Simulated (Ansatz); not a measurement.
# (CdS)3(MgS)1 [001] superlattice, started as zinc blende: phonons and vibrational spectra

How does (CdS)3(MgS)1 [001] superlattice, started as zinc blende vibrate, and is this structure a minimum?

Method: DFT PBEsol, scalar-relativistic, plane waves, PAW, in Ansatz 0.2.0.

The structure was built from a prototype and need not be the compound's stable phase.

### Step 1. Set-up

The structure is tetragonal, space group P-4m2 (No. 115). The conventional cell has a = 4.080 Å, b = 4.080 Å, c = 11.540 Å, α = 90.00°, β = 90.00°, γ = 90.00°. Nearest to Cd lie 4 S at 2.50 Å. Nearest to Mg lie 4 S at 2.50 Å. Nearest to S lie 4 Cd at 2.50 Å. Nearest to S lie 2 Mg at 2.50 Å and 2 Cd at 2.50 Å. Farther neighbours and most contacts between anions are not listed.

### Step 2. Bringing the structure to rest

Harmonic phonons are second derivatives at a point where the forces vanish, and they are wanted at zero stress, so atoms and cell are relaxed first.

The input, input.yaml:

```yaml
crystal:
  lattice:
    - [2.885, 2.885, 0.0]
    - [-2.885, 2.885, 0.0]
    - [0.0, 0.0, 11.54]
  atoms:
    - { symbol: Cd, position: [0.0, 0.0, 0.0] }
    - { symbol: Cd, position: [0.5, 0.5, 0.25] }
    - { symbol: Cd, position: [0.0, 0.0, 0.5] }
    - { symbol: Mg, position: [0.5, 0.5, 0.75] }
    - { symbol: S, position: [0.5, 1.0, 0.125] }
    - { symbol: S, position: [0.0, 0.5, 0.375] }
    - { symbol: S, position: [0.5, 1.0, 0.625] }
    - { symbol: S, position: [0.0, 0.5, 0.875] }
kpoints:
  mp_grid: { grid: [6, 6, 2] }
hamiltonian:
  xc: pbesol
scf:
  occupations: { method: gaussian, width: 0.02 }
output:
  forces: true
  stress: true
  eigenvalues: true
relax:
  adjacent_minimum: "off"
  f_tol: 0.005
  max_steps: 80
  cell: { stress_tol: 0.05 }
```

Run with:

```sh
> ansatz run input.yaml --threads 8 --pin off --max-ram 14336MiB --backend cpu --events-out ev --progress --plain --runs-dir out
```

Numbers of over 12 decimals in the logs are rounded to 6 here.

Log:

```text
Engine: ansatz 0.2.0, x86_64-unknown-linux-gnu
Pseudopotentials: kind: paw
Pseudopotential: Cd, paw, valence charge 20, recommended cutoff 420 eV (normal), Cd.paw.azcp
Pseudopotential: Mg, paw, valence charge 10, recommended cutoff 420 eV (normal), Mg.paw.azcp
Pseudopotential: S, paw, valence charge 6, recommended cutoff 420 eV (normal), S.paw.azcp
Functional definition: PBEsol
  exchange = pbesol_x
  correlation = pbesol_c
Crystal: 8 atoms, lattice volume = 192.100 Å³
Basis set: ecut = 420 eV, 3775 PW (Γ), exchange–correlation on 60×60×160 points (8 copies of the dense FFT grid, shifted against one another)
Bands: 57, of which v1, the nominal top of the filled ones, is band 47 counted from 1 (46 counted from 0)
Symmetry: 8 space group operations
Space group: P-4m2 (ITA 115), of the structure as read, at distance tolerance 5.8e-5 Å
k-points: 20 of 72
Non-local potential: Cd, projectors of the file, l = 0: 3, l = 1: 2, l = 2: 2, l = 3: 1
Non-local potential: Mg, projectors of the file, l = 0: 3, l = 1: 2, l = 2: 1
Non-local potential: S, projectors of the file, l = 0: 2, l = 1: 2, l = 2: 2
PAW form: soft (Blöchl's): semilocal exchange-correlation on the pseudo side does not see the compensation charge
PAW frozen core: Cd, regenerated for the run's functional, and the local potential with it (the file was generated under x = pbe(κ = 0.804, μ = 0.219515), c = pbe(β = 0.066725))
PAW frozen core: Mg, regenerated for the run's functional, and the local potential with it (the file was generated under x = pbe(κ = 0.804, μ = 0.219515), c = pbe(β = 0.066725))
PAW frozen core: S, regenerated for the run's functional, and the local potential with it (the file was generated under x = pbe(κ = 0.804, μ = 0.219515), c = pbe(β = 0.066725))
PAW one-centre angular grid: Cd, 590 points (default); XC on 64 Gauss nodes
PAW one-centre angular grid: Mg, 110 points (default); XC on 64 Gauss nodes
PAW one-centre angular grid: S, 110 points (default); XC on 64 Gauss nodes
Initial density: superposition of atomic densities (neutral atoms: chi_scale 0, normalization atom), corrected by the library's trained network
Initial wavefunctions: pseudopotential atomic-orbital guess
Functional: x = pbesol(κ = 0.804, μ = 0.123457), c = pbesol(β = 0.046)
SCF iter   1: F=—  HF=-30010.391256 eV  |F-HF|=—  |Δ(HF+E_count)|=         —  Δρ=4.89e-3  dr2=6.35e-2  ethr=1.77e-3  ⟨swp⟩=7.5  Hψ=4396  notcnv=0  defer=2
preconditioner: auto → Resta (q_TF=auto, 2.422 Å⁻¹)  ε∞=4.6  [insulator: Δε(μ)=1.401 eV  Ē_g=11.147 eV  σ=0.020 eV  W_gap=1.00  n_scr=48 (ndim 8)  ℏωp=21.1 eV  f_vac=0.105  D(μ)=0.00/eV (n_scr^D=0)  ε∞_Penn≈4.6]
SCF iter   2: F=—  HF=-30010.376107 eV  |F-HF|=—  |Δ(HF+E_count)|=   1.51e-2  Δρ=1.88e-3  dr2=1.09e-2  ethr=6.76e-5  ⟨swp⟩=2.5  Hψ=1899  notcnv=0  defer=71
SCF iter   3: F=—  HF=-30010.373551 eV  |F-HF|=—  |Δ(HF+E_count)|=   2.56e-3  Δρ=4.55e-4  dr2=4.89e-4  ethr=1.16e-5  ⟨swp⟩=2.0  Hψ=1799  notcnv=0  defer=71
SCF iter   4: F=—  HF=-30010.373701 eV  |F-HF|=—  |Δ(HF+E_count)|=   1.49e-4  Δρ=1.63e-4  dr2=8.51e-5  ethr=5.20e-7  ⟨swp⟩=2.4  Hψ=1417  notcnv=0  defer=71
SCF iter   5: F=—  HF=-30010.373933 eV  |F-HF|=—  |Δ(HF+E_count)|=   2.32e-4  Δρ=4.55e-5  dr2=4.25e-6  ethr=9.05e-8  ⟨swp⟩=2.0  Hψ=1667  notcnv=0  defer=71
SCF iter   6: F=—  HF=-30010.373940 eV  |F-HF|=—  |Δ(HF+E_count)|=   6.67e-6  Δρ=1.56e-5  dr2=4.17e-7  ethr=4.52e-9  ⟨swp⟩=2.0  Hψ=1809  notcnv=0  defer=71
SCF iter   7: F=-30010.373940 eV  HF=-30010.373940 eV  |F-HF|=1.70e-8  |Δ(HF+E_count)|=   3.13e-7  Δρ=3.45e-6  dr2=2.44e-8  ethr=1.06e-10  ⟨swp⟩=9.9  Hψ=4971  notcnv=0
SCF 1 converged in 7 iterations: F = -30010.373940 eV  dr2 = 2.44e-8
  greatest PAW one-centre occupation: 1.000 electrons in one spin orbital (limit 2), on the Cd atom at site 1 (counted from 0), in its partial waves of l = 0
relax step   1: F+E_penalty+E_count = -30010.37394005 eV  Δ(F+E_penalty+E_count) = +0.000e0 eV  max|allowed force component| = 5.450e-1 eV/Å  Δτ_max = 0.0000 Å  P = +0.568 GPa  Ω = 192.100 Å³  (7 SCF iters, dr2 threshold 1.00e-7 eV, accepted)
Crystal: 8 atoms, lattice volume = 193.803 Å³
Basis set: ecut = 420 eV, 3791 PW (Γ), exchange–correlation on 60×60×160 points (8 copies of the dense FFT grid, shifted against one another)
Initial density: handed on by an earlier stage of this run
Initial wavefunctions: those handed on with the density
iter 1 solved again at ethr=1.48e-5 eV; its pass at ethr=3.10e-3 eV (dr2=1.39e-2 eV) is discarded
SCF iter   1: F=—  HF=-30010.426941 eV  |F-HF|=—  |Δ(HF+E_count)|=         —  Δρ=3.33e-3  dr2=1.40e-2  ethr=1.48e-5  ⟨swp⟩=3.0  Hψ=5142  notcnv=0
preconditioner: auto → Resta (q_TF=auto, 2.418 Å⁻¹)  ε∞=4.6  [insulator: Δε(μ)=1.438 eV  Ē_g=11.132 eV  σ=0.020 eV  W_gap=1.00  n_scr=48 (ndim 8)  ℏωp=21.0 eV  f_vac=0.097  D(μ)=0.00/eV (n_scr^D=0)  ε∞_Penn≈4.6]
SCF iter   2: F=—  HF=-30010.425162 eV  |F-HF|=—  |Δ(HF+E_count)|=   1.78e-3  Δρ=1.79e-3  dr2=3.91e-3  ethr=1.48e-5  ⟨swp⟩=2.2  Hψ=1351  notcnv=0
SCF iter   3: F=—  HF=-30010.424841 eV  |F-HF|=—  |Δ(HF+E_count)|=   3.22e-4  Δρ=2.64e-4  dr2=1.83e-4  ethr=4.16e-6  ⟨swp⟩=2.0  Hψ=1515  notcnv=0
SCF iter   4: F=—  HF=-30010.424902 eV  |F-HF|=—  |Δ(HF+E_count)|=   6.17e-5  Δρ=1.08e-4  dr2=2.48e-5  ethr=1.95e-7  ⟨swp⟩=2.0  Hψ=1679  notcnv=0
SCF iter   5: F=—  HF=-30010.424904 eV  |F-HF|=—  |Δ(HF+E_count)|=   1.90e-6  Δρ=3.89e-5  dr2=2.76e-6  ethr=2.64e-8  ⟨swp⟩=2.0  Hψ=2000  notcnv=0
SCF iter   6: F=-30010.424906 eV  HF=-30010.424905 eV  |F-HF|=8.39e-8  |Δ(HF+E_count)|=   1.31e-6  Δρ=1.10e-5  dr2=2.99e-7  ethr=8.51e-10  ⟨swp⟩=6.1  Hψ=4526  notcnv=0
SCF 2 converged in 6 iterations: F = -30010.424906 eV  dr2 = 2.99e-7
  greatest PAW one-centre occupation: 1.000 electrons in one spin orbital (limit 2), on the Cd atom at site 2 (counted from 0), in its partial waves of l = 0
relax step   2: F+E_penalty+E_count = -30010.42490553 eV  Δ(F+E_penalty+E_count) = -5.097e-2 eV  max|allowed force component| = 4.116e-2 eV/Å  Δτ_max = 0.0850 Å  P = -0.206 GPa  Ω = 193.803 Å³  energy of the carried Pulay correction = -1.973e-4 eV  (6 SCF iters, dr2 threshold 8.00e-7 eV, accepted)
Crystal: 8 atoms, lattice volume = 193.148 Å³
iter 1 solved again at ethr=2.52e-7 eV; its pass at ethr=3.10e-3 eV (dr2=2.37e-4 eV) is discarded
SCF iter   1: F=—  HF=-30010.425768 eV  |F-HF|=—  |Δ(HF+E_count)|=         —  Δρ=2.37e-4  dr2=2.13e-4  ethr=2.52e-7  ⟨swp⟩=3.0  Hψ=4604  notcnv=0
preconditioner: auto → Resta (q_TF=auto, 2.420 Å⁻¹)  ε∞=4.6  [insulator: Δε(μ)=1.452 eV  Ē_g=11.146 eV  σ=0.020 eV  W_gap=1.00  n_scr=48 (ndim 8)  ℏωp=21.0 eV  f_vac=0.094  D(μ)=0.00/eV (n_scr^D=0)  ε∞_Penn≈4.6]
SCF iter   2: F=—  HF=-30010.425730 eV  |F-HF|=—  |Δ(HF+E_count)|=   3.73e-5  Δρ=1.29e-4  dr2=4.96e-5  ethr=2.27e-7  ⟨swp⟩=1.9  Hψ=1241  notcnv=0
SCF iter   3: F=—  HF=-30010.425787 eV  |F-HF|=—  |Δ(HF+E_count)|=   5.67e-5  Δρ=3.35e-5  dr2=3.33e-6  ethr=5.28e-8  ⟨swp⟩=2.0  Hψ=1307  notcnv=0
SCF iter   4: F=—  HF=-30010.425787 eV  |F-HF|=—  |Δ(HF+E_count)|=   1.30e-7  Δρ=1.41e-5  dr2=4.16e-7  ethr=3.54e-9  ⟨swp⟩=2.0  Hψ=1676  notcnv=0
SCF iter   5: F=-30010.425787 eV  HF=-30010.425787 eV  |F-HF|=1.62e-8  |Δ(HF+E_count)|=   5.45e-8  Δρ=4.88e-6  dr2=4.77e-8  ethr=1.83e-10  ⟨swp⟩=6.2  Hψ=4485  notcnv=0
SCF 3 converged in 5 iterations: F = -30010.425787 eV  dr2 = 4.77e-8
relax step   3: F+E_penalty+E_count = -30010.42578737 eV  Δ(F+E_penalty+E_count) = -8.818e-4 eV  max|allowed force component| = 1.610e-3 eV/Å  Δτ_max = 0.0064 Å  P = -0.015 GPa  Ω = 193.148 Å³  energy of the carried Pulay correction = -1.216e-4 eV  (5 SCF iters, dr2 threshold 1.72e-7 eV, accepted)
[...]
relax step   4: F+E_penalty+E_count = -30010.42584596 eV  Δ(F+E_penalty+E_count) = -5.859e-5 eV  max|allowed force component| = 2.901e-3 eV/Å  Δτ_max = 0.0003 Å  P = +0.021 GPa  Ω = 193.031 Å³  energy of the carried Pulay correction = -1.081e-4 eV  (5 SCF iters, dr2 threshold 7.02e-9 eV, accepted)
Initial wavefunctions: pseudopotential atomic-orbital guess (no wavefunctions were taken with the density)
iter 1 solved again at ethr=1.11e-7 eV; its pass at ethr=3.10e-3 eV (dr2=1.04e-4 eV) is discarded
SCF iter   1: F=—  HF=-30010.425875 eV  |F-HF|=—  |Δ(HF+E_count)|=         —  Δρ=1.17e-5  dr2=2.68e-8  ethr=1.11e-7  ⟨swp⟩=3.0  Hψ=7523  notcnv=0
eigensolver tolerance schedule: the retry pair's looser diagonalisation over-reported the residual by 3886.71 of it (diagonalisation noise at 0.16 of the residual, at the tolerance the schedule requests for it); recorded, not acted on — ethr = c·dr2/N_el stays at c = 1.0e-1
preconditioner: auto → Resta (q_TF=auto, 2.420 Å⁻¹)  ε∞=4.6  [insulator: Δε(μ)=1.455 eV  Ē_g=11.151 eV  σ=0.020 eV  W_gap=1.00  n_scr=48 (ndim 8)  ℏωp=21.0 eV  f_vac=0.094  D(μ)=0.00/eV (n_scr^D=0)  ε∞_Penn≈4.6]
SCF iter   2: F=—  HF=-30010.425949 eV  |F-HF|=—  |Δ(HF+E_count)|=   7.40e-5  Δρ=5.75e-6  dr2=7.13e-9  ethr=2.86e-11  ⟨swp⟩=2.9  Hψ=2294  notcnv=0  defer=2
SCF iter   3: F=—  HF=-30010.425950 eV  |F-HF|=—  |Δ(HF+E_count)|=   4.68e-7  Δρ=1.45e-6  dr2=5.62e-10  ethr=7.59e-12  ⟨swp⟩=2.6  Hψ=1779  notcnv=0  defer=2
SCF iter   4: F=-30010.425950 eV  HF=-30010.425950 eV  |F-HF|=6.55e-11  |Δ(HF+E_count)|=   2.70e-8  Δρ=1.34e-7  dr2=4.33e-11  ethr=1.00e-12  ⟨swp⟩=3.1  Hψ=4303  notcnv=0
SCF 5 converged in 4 iterations: F = -30010.425950 eV  dr2 = 4.33e-11
relax step   5: F+E_penalty+E_count = -30010.42594969 eV  Δ(F+E_penalty+E_count) = -1.037e-4 eV  max|allowed force component| = 2.900e-3 eV/Å  Δτ_max = 0.0000 Å  P = +0.021 GPa  Ω = 193.031 Å³  stress off target by 3.13e-2 GPa  SCF on the basis re-selected at this cell (its energy is not comparable with the rows above)  (4 SCF iters)
basis re-selected at this cell: Δ(F+E_penalty+E_count) = -1.037e-4 eV, ΔP = -0.000 GPa vs the last step (what re-selecting the basis moved, of the pressure what is left beyond the Pulay correction that the steps carried, after the strain that the cell walked since its last selection, with what the two solves' SCF thresholds leave and, on support functions, any second-order correction that the steps lacked; it is no m [...]
SCF converged after 4 iterations
Free energy (F): -30010.425950 eV
Harris-Foulkes:  -30010.425950 eV  (|F-HF|=6.55e-11)
Internal energy: -30010.425950 eV  (E = F + TS)
E sigma→0 (E₀):  -30010.425950 eV
Fermi energy:    6.791652 eV
--- Per-component energies (eV) ---
  E_band       = -1907.477805
  E_kinetic    = 2017.887433
  E_local      = -14422.418504  (includes V_loc(G=0)·N_el)
  E_nonlocal   = 320.652449
  E_hartree    = 6445.976778
  E_xc         = -939.434825
  E_vxc        = -1049.659117  (∫ρ·V_xc dr)
  E_paw        = -14659.987841  (= ΣΔE_a)
  E_vpaw       = -1665.893553  (= ΣTr[D̂ρ^β])
  E_aug_tail   = 0.000038  (compensation charges beyond the density's cutoff)
  E_ewald      = -8774.434016
  E_core_change = 1.332539  (= ΣΔE_core)
  E_smearing   = -0.000000  (= −TS)
  E_closure    = 0.000000  (closes the sum)
  Σ components = -30010.425950   (vs F -30010.425950, Δ=0.00e0)
--- Forces (eV/Å), atoms counted from 1 ---
  atom   1  Cd    -0.00000000     0.00000000     0.00145355
  atom   2  Cd    -0.00000000     0.00000000    -0.00000000
  atom   3  Cd    -0.00000000     0.00000000    -0.00145355
  atom   4  Mg    -0.00000000     0.00000000    -0.00000000
  atom   5  S      0.00000000    -0.00000000     0.00077440
  atom   6  S      0.00000000    -0.00000000    -0.00077440
  atom   7  S      0.00000000    -0.00000000     0.00290012
  atom   8  S      0.00000000    -0.00000000    -0.00290012
  max |Σ_I F_I| component: 5.28e-17 eV/Å
--- Stress (GPa, compression-positive) ---
        0.031251      -0.000000      -0.000000
       -0.000000       0.031251      -0.000000
       -0.000000      -0.000000      -0.000481
  P = ⅓ Tr σ = 0.0207 GPa (0.207 kbar)
--- Band table (eV; the first three rows and the last of 20) ---
  k-point 0: bands = [... 43 lower, 5.2111, 5.9898, 6.0640, 6.0640, 7.5191, 9.4929, 9.8891, 9.9600, ... 6 higher]
  k-point 1: bands = [... 43 lower, 5.5577, 5.5577, 5.9071, 5.9071, 8.3890, 8.8013, 9.7851, 9.8503, ... 6 higher]
  k-point 2: bands = [... 43 lower, 5.2471, 5.2664, 5.7265, 5.9970, 8.4220, 9.8511, 9.9940, 10.2163, ... 6 higher]
  k-point 19: bands = [... 43 lower, 4.1274, 4.1468, 4.1468, 4.1745, 10.0671, 10.0671, 10.3421, 10.3421, ... 6 higher]
--- Relaxed structure (4 steps of the walk, 4 accepted, 1 SCFs on fresh bases) ---
  F+E_penalty+E_count = -30010.42594969 eV   max|allowed force component| = 2.900e-3 eV/Å   (the final SCF, on the basis selected at the relaxed cell)
  cell:  # Å, volume = 193.0310 Å³
    - [2.894806, 2.894806, 0]
    - [-2.894806, 2.894806, 0]
    - [0, 0, 11.517494]
  atoms:
    - { symbol: Cd, position: [0, 0, -0.0050938] }
    - { symbol: Cd, position: [0.5, 0.5, 0.25] }
    - { symbol: Cd, position: [0, 0, 0.505094] }
    - { symbol: Mg, position: [0.5, 0.5, 0.75] }
    - { symbol: S, position: [0.500000, 1.000000, 0.122512] }
    - { symbol: S, position: [0, 0.5, 0.377488] }
    - { symbol: S, position: [0.500000, 1.000000, 0.632922] }
    - { symbol: S, position: [0, 0.5, 0.867078] }
```

Elapsed: 6.3 s, on 8 threads of Intel Xeon 6975P-C (Granite Rapids), shared host; peak memory 0.89 GiB.

The steps of the relaxation:

| step | energy less that of the first step (eV) | largest force component (eV/Å) | pressure (GPa) | volume (Å³) |
| --- | --- | --- | --- | --- |
| 1 | 0.0000 | 0.5450 | 0.57 | 192.10 |
| 2 | -0.0510 | 0.0412 | -0.21 | 193.80 |
| 3 | -0.0518 | 0.0016 | -0.01 | 193.15 |
| 4 | -0.0519 | 0.0029 | 0.02 | 193.03 |
| 5* | -0.0520 | 0.0029 | 0.02 | 193.03 |

Relaxation steps marked * repeat the geometry before them on a plane-wave basis chosen anew for their cell, so energy and pressure can jump there.

Forces are held to the 8 operations that the run works with; a distortion that breaks them can't arise in this run.

| conventional cell, symmetrised | before | after | change |
| --- | --- | --- | --- |
| a (Å) | 4.080 | 4.094 | +0.3 % |
| b (Å) | 4.080 | 4.094 | +0.3 % |
| c (Å) | 11.540 | 11.517 | -0.2 % |
| volume (Å³/atom) | 24.01 | 24.13 | +0.5 % |

The atoms that moved most (Å, as changes of fractional coordinates times the final cell):

| atom | dx | dy | dz | length |
| --- | --- | --- | --- | --- |
| S7 | 0.000 | 0.000 | 0.091 | 0.091 |
| S8 | 0.000 | 0.000 | -0.091 | 0.091 |
| Cd1 | 0.000 | 0.000 | -0.059 | 0.059 |
| Cd3 | 0.000 | 0.000 | 0.059 | 0.059 |
| S6 | 0.000 | 0.000 | 0.029 | 0.029 |
| S5 | 0.000 | 0.000 | -0.029 | 0.029 |

The relaxed structure:

```cif
data_structure
_symmetry_space_group_name_H-M 'P 1'
_symmetry_Int_Tables_number 1
_cell_length_a 4.0939
_cell_length_b 4.0939
_cell_length_c 11.5175
_cell_angle_alpha 90.000
_cell_angle_beta 90.000
_cell_angle_gamma 90.000
_cell_volume 193.03
loop_
_atom_site_label
_atom_site_type_symbol
_atom_site_fract_x
_atom_site_fract_y
_atom_site_fract_z
_atom_site_occupancy
Cd1 Cd 0.00000 0.00000 0.99491 1
Cd2 Cd 0.50000 0.50000 0.25000 1
Cd3 Cd 0.00000 0.00000 0.50509 1
Mg4 Mg 0.50000 0.50000 0.75000 1
S5 S 0.50000 0.00000 0.12251 1
S6 S 0.00000 0.50000 0.37749 1
S7 S 0.50000 0.00000 0.63292 1
S8 S 0.00000 0.50000 0.86708 1
```

Numbers from this step:

| Quantity | Value |
| --- | --- |
| pressure | 0.02067 GPa |
| gap on the k-mesh | 1.455 eV |
| volume per atom | 24.13 Å³ |
| direct gap on mesh | 1.455 eV |

In this step the volume went from 24.01 to 24.13 Å³/atom.

### Step 3. Tight relaxation

Phonons need a cell at rest on their own settings, so the relaxation is repeated with tight tolerances on forces and stress on the k mesh and occupations of the first response run.

The input, input.yaml:

```yaml
crystal:
  lattice:
    - [2.8948063492, 2.8948063492, 0.0]
    - [-2.8948063492, 2.8948063492, 0.0]
    - [0.0, 0.0, 11.5174942461]
  atoms:
    - { symbol: Cd, position: [0.0, 0.0, -0.0050938032] }
    - { symbol: Cd, position: [0.5, 0.5, 0.25] }
    - { symbol: Cd, position: [0.0, 0.0, 0.5050938032] }
    - { symbol: Mg, position: [0.5, 0.5, 0.75] }
    - { symbol: S, position: [0.5, 1.0, 0.122512023] }
    - { symbol: S, position: [0.0, 0.5, 0.377487977] }
    - { symbol: S, position: [0.5, 1.0, 0.6329222379] }
    - { symbol: S, position: [0.0, 0.5, 0.8670777621] }
kpoints:
  mp_grid: { grid: [8, 8, 2] }
hamiltonian:
  xc: pbesol
scf:
  occupations: { method: fixed }
output:
  forces: true
  stress: true
  eigenvalues: true
relax:
  adjacent_minimum: "off"
  f_tol: 0.001
  max_steps: 60
  cell: { stress_tol: 0.01 }
```

Log:

```text
[...]
Crystal: 8 atoms, lattice volume = 193.031 Å³
Basis set: ecut = 420 eV, 3791 PW (Γ), exchange–correlation on 60×60×160 points (8 copies of the dense FFT grid, shifted against one another)
Bands: 57, of which v1, the nominal top of the filled ones, is band 47 counted from 1 (46 counted from 0)
Symmetry: 8 space group operations
[...]
k-points: 30 of 128
[...]
- [2.895521, 2.895521, 0]
    - [-2.895521, 2.895521, 0]
    - [0, 0, 11.515172]
  atoms:
    - { symbol: Cd, position: [0, 0, -0.00508942] }
    - { symbol: Cd, position: [0.5, 0.5, 0.250000] }
    - { symbol: Cd, position: [0, 0, 0.505089] }
    - { symbol: Mg, position: [0.5, 0.5, 0.750000] }
    - { symbol: S, position: [0.5, 1.0, 0.122524] }
    - { symbol: S, position: [0, 0.5, 0.377476] }
    - { symbol: S, position: [0.5, 1.0, 0.632945] }
    - { symbol: S, position: [0, 0.5, 0.867055] }
[key lines of the parts left out:]
SCF converged after 5 iterations
Free energy (F): -30010.428645 eV
Fermi energy:    6.058733 eV
P = ⅓ Tr σ = -0.0001 GPa (-0.001 kbar)
```

Elapsed: 5.7 s, on 8 threads; peak memory 0.96 GiB.

Little changed from the start: no atom moved by 0.005 Å and no cell edge by 0.1 %.

Numbers from this step:

```yaml
pressure: -1.05e-4 GPa
volume_per_atom: 24.14 Å³
```

The largest force component left is 0.25 meV/Å and the pressure is 0.000 GPa, within the tolerances set. The cell now holds 24.14 Å³/atom.

[end of part 1 of 2]

[Logs are printed without paths, hosts, clocks, repeated set-up lines and the standing remarks that a program may print on its own settings, such as how far it seeks lower states.]

[Hosts, paths, dates, database ids (printed as entryN), source tags and the programs' standing remarks are cut or masked in the printed files.]
